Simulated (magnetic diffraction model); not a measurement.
## Magnetic neutron pattern of MgCoGe2S6

Space group C2/c (no. 15), a = 12.1760 Å, b = 11.0390 Å, c = 6.5590 Å, β = 101.61°.

```csv
site,atom,x,y,z
8f,Ge,0.1968,0.4086,0.7909
4e,Co,0,0.0988,3/4
8f,S,0.3874,0.4065,0.8812
8f,S,0.1164,0.7427,0.1106
8f,S,0.1325,0.5717,0.5928
4e,Mg,0,0.7357,3/4
```

The compound is invented for this exercise: a known structure type with other elements, its cell scaled to their sizes and not relaxed.

Only Co is taken to order (form factors of Co2+); orders and moment sizes are assumed, and not adapted to the symmetry. Radiation: neutrons of λ = 4.2 Å, 8° to 80°; isotropic B of 0.63 Å² (Ge), 0.56 Å² (Co), 0.64 Å² (S) and 0.73 Å² (Mg). The intensities are simulated: I ∝ L Σ (|F_N|² + |F_M⊥|²) for unpolarised neutrons, with F_M = 2.695 fm/μB × Σ f(s) S exp(2πi Q·r) exp(−B s²) at Q = H ± k (one set where k and −k are equivalent), only the part normal to Q counting and L = 1/(sin²θ cos θ). For collinear order S is the moment m, which repeats by lattice and centring translations R with the sign exp(−2πi k·R). Form factors are spin-only for 3d ions and dipole or tabulated for f ions, scattering lengths are Sears's of 1992, and absorption is left out. A label names one of the reflections at its angle. The strongest nuclear line in the range is 100, and lines under 0.2 are left out.

Assume the order k = (0 0 0), collinear moments along [111], 2.32 μB on Co; signs + at (0, 0.0988, 3/4), − at (0, 0.9012, 1/4).

Predict the pattern, nuclear and magnetic parts apart.

```tsv
2θ (°)	index	nuclear	magnetic
30.05	(1 1 0)	16.7	12.1
38.16	(0 0 1)	0.0	17.7
41.24	(2 0 0)	8.3	0.0
44.73	(0 2 0)	2.3	7.6
45.71	(1 1 -1)	1.5	17.0
50.88	(2 0 -1)	0.0	10.6
52.73	(1 1 1)	6.7	8.6
60.21	(0 2 1)	85.7	1.2
62.45	(2 2 0)	54.9	7.3
63.53	(2 0 1)	0.0	3.6
68.31	(3 1 0)	100.0	2.2
70.03	(2 2 -1)	62.4	1.0
72.85	(3 1 -1)	65.6	5.9
73.35	(1 3 0)	0.1	5.8
```

The strongest magnetic line in the range is (0 0 1) at 38.16° (17.7). On top of the Lorentz factor, which all lines share, magnetic lines fade with angle because f falls: for Co2+ it is 0.91, 0.71, 0.49 and 0.18 at sin θ/λ = 0.1, 0.2, 0.3 and 0.5 Å⁻¹, while nuclear lengths stay constant. The order has no net moment.

[Logs are printed without paths, hosts, clocks, repeated set-up lines and the standing remarks that a program may print on its own settings, such as how far it seeks lower states.]
